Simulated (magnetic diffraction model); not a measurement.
# Which magnetic order? LiCrSnS₄

Space group P222_1 (no. 17), a = 7.3270 Å, b = 7.3900 Å, c = 10.6060 Å.

```
site  atom       x       y       z
  4e    Sn  0.7403  0.2495  0.1256
  2b    Cr  0.7590     1/2     1/2
  2d    Cr     1/2  0.2477     3/4
  4e     S  0.7452  0.5153  0.2647
  4e     S  0.5171  0.2646  0.5079
  4e     S  0.9749  0.2707  0.4960
  4e     S  0.7300  0.0208  0.7485
  2a    Li  0.7696       0     1/2
  2c    Li       0  0.2243     3/4
```

The compound is invented for this exercise: a known structure type with other elements, its cell scaled to their sizes and not relaxed.

Only Cr is taken to order (form factors of Cr3+); orders and moment sizes are assumed, and not adapted to the symmetry. Radiation: neutrons of λ = 2.567 Å, 8° to 45°; isotropic B of 0.39 Å² (Sn), 0.35 Å² (Cr), 0.54 Å² (S) and 0.55 Å² (Li). The intensities are simulated: I ∝ L Σ (|F_N|² + |F_M⊥|²) for unpolarised neutrons, with F_M = 2.695 fm/μB × Σ f(s) S exp(2πi Q·r) exp(−B s²) at Q = H ± k (one set where k and −k are equivalent), only the part normal to Q counting and L = 1/(sin²θ cos θ). For collinear order S is the moment m, which repeats by lattice and centring translations R with the sign exp(−2πi k·R). Form factors are spin-only for 3d ions and dipole or tabulated for f ions, scattering lengths are Sears's of 1992, and absorption is left out. A label names one of the reflections at its angle. The strongest nuclear line in the range is 100, and lines under 0.2 are left out.

Above the ordering temperature:

| 2θ (°) | index | I |
| --- | --- | --- |
| 20.00 | (0 1 0) | 29.9 |
| 20.18 | (1 0 0) | 31.2 |
| 24.44 | (0 1 1) | 26.1 |
| 24.59 | (1 0 1) | 19.6 |
| 28.56 | (1 1 0) | 1.4 |
| 31.90 | (1 1 1) | 67.3 |
| 34.66 | (0 1 2) | 18.4 |
| 34.77 | (1 0 2) | 17.0 |
| 40.44 | (1 1 2) | 100.0 |
| 40.65 | (0 2 0) | 24.8 |
| 41.02 | (2 0 0) | 24.6 |
| 43.51 | (2 0 1) | 0.6 |

Below it (cell unchanged):

```tsv
2θ (°)	I
9.96	66.6
17.13	128.0
20.00	29.9
20.18	31.2
22.55	14.1
24.44	26.1
24.59	19.6
26.59	13.8
28.56	1.4
29.80	12.9
30.20	5.9
31.90	67.3
33.39	29.8
34.66	18.4
34.77	17.0
36.26	33.0
36.59	15.9
39.32	10.1
40.44	100.0
40.65	24.8
41.02	24.6
41.66	5.4
42.32	0.3
43.51	0.6
43.84	14.9
44.75	4.3
```

**Question.** Find the propagation vector, then choose among these models:
A. collinear moments along [100], 2.78 μB on Cr; signs + at (0.7590, 1/2, 1/2), − at (0.2410, 1/2, 0), − at (1/2, 0.2477, 3/4), + at (1/2, 0.7523, 1/4)
B. collinear moments along [111], 2.78 μB on Cr; signs + at (0.7590, 1/2, 1/2), − at (0.2410, 1/2, 0), − at (1/2, 0.2477, 3/4), + at (1/2, 0.7523, 1/4)
C. collinear moments along [111], 2.78 μB on Cr; signs + at (0.7590, 1/2, 1/2), + at (0.2410, 1/2, 0), + at (1/2, 0.2477, 3/4), − at (1/2, 0.7523, 1/4)
D. collinear moments along [100], 2.78 μB on Cr; signs + at (0.7590, 1/2, 1/2), + at (0.2410, 1/2, 0), + at (1/2, 0.2477, 3/4), − at (1/2, 0.7523, 1/4)

The new lines index as (0 1/2 0) at 9.96°, (0 1/2 1) at 17.13°, (1 1/2 0) at 22.55° and (1 1/2 1) at 26.59°, that is as H ± k with k = (0 1/2 0). Half indices mean that the moments reverse under translations with k·R a half-integer, and the magnetic cell has twice the primitive volume.

Magnetic intensity, observed (below minus above) and for each model:

| 2θ (°) | index | observed | A | B | C | D |
| --- | --- | --- | --- | --- | --- | --- |
| 9.96 | (0 1/2 0) | 66.6 | 66.6 | 50.1 | 149.0 | 198.0 |
| 17.13 | (0 1/2 1) | 128.0 | 128.0 | 74.2 | 24.5 | 42.2 |
| 22.55 | (1 1/2 0) | 14.1 | 14.1 | 40.9 | 18.4 | 4.8 |
| 26.59 | (1 1/2 1) | 13.8 | 13.8 | 22.4 | 41.1 | 41.3 |
| 29.80 | (0 1/2 2) | 12.9 | 12.9 | 6.7 | 20.0 | 38.5 |
| 33.39 | (0 3/2 1) | 29.8 | 29.8 | 21.0 | 7.2 | 10.2 |
| 36.26 | (1 1/2 2) | 33.0 | 33.0 | 32.3 | 9.8 | 11.2 |
| 39.32 | (1 3/2 1) | 10.1 | 10.1 | 9.9 | 33.7 | 29.1 |

Model A matches.

The structure used: k = (0 1/2 0), collinear moments along [100], 2.78 μB on Cr; signs + at (0.7590, 1/2, 1/2), − at (0.2410, 1/2, 0), − at (1/2, 0.2477, 3/4), + at (1/2, 0.7523, 1/4).

[Logs are printed without paths, hosts, clocks, repeated set-up lines and the standing remarks that a program may print on its own settings, such as how far it seeks lower states.]
